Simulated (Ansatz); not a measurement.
Rows from a G0W0 calculation on KCl (Sylvite) (Ansatz 0.2.0; G0W0 on PBE, plane waves, PAW; 4×4×4 mesh, 259 empty bands, screening to 150 eV), in eV. Spin-orbit coupling is left out.

```tsv
row	k	band	start	Σx	Σc at the solution	Vxc
A	Γ	c1	6.043	-4.217	-3.034	-7.923
B	Γ	c2	9.217	-4.239	-3.393	-9.183
C	Γ	v1	0.854	-20.809	2.364	-16.363
```

Work out each quasiparticle level and how far it moved.

The quasiparticle equation reads E = start + Σx + Σc(E) − Vxc.

```tsv
row	E (eV)	shift (eV)
A	6.715	+0.672
B	10.768	+1.551
C	-1.228	−2.082
```

Limits: not at the basis limit.

[Paths, hosts, dates, memory and timing lines, banners, echoed tables and standing remarks are left out of the program output.]

[Logs are printed without paths, hosts, clocks, repeated set-up lines and the standing remarks that a program may print on its own settings, such as how far it seeks lower states.]

[Runs of the session that timed out or met a known fault of the program may be left out.]

[Cells called generated may have been cut or substituted from an entry of the Crystallography Open Database or the Materials Project.]

[Hosts, paths, dates, database ids (printed as entryN), source tags and the programs' standing remarks are cut or masked in the printed files.]
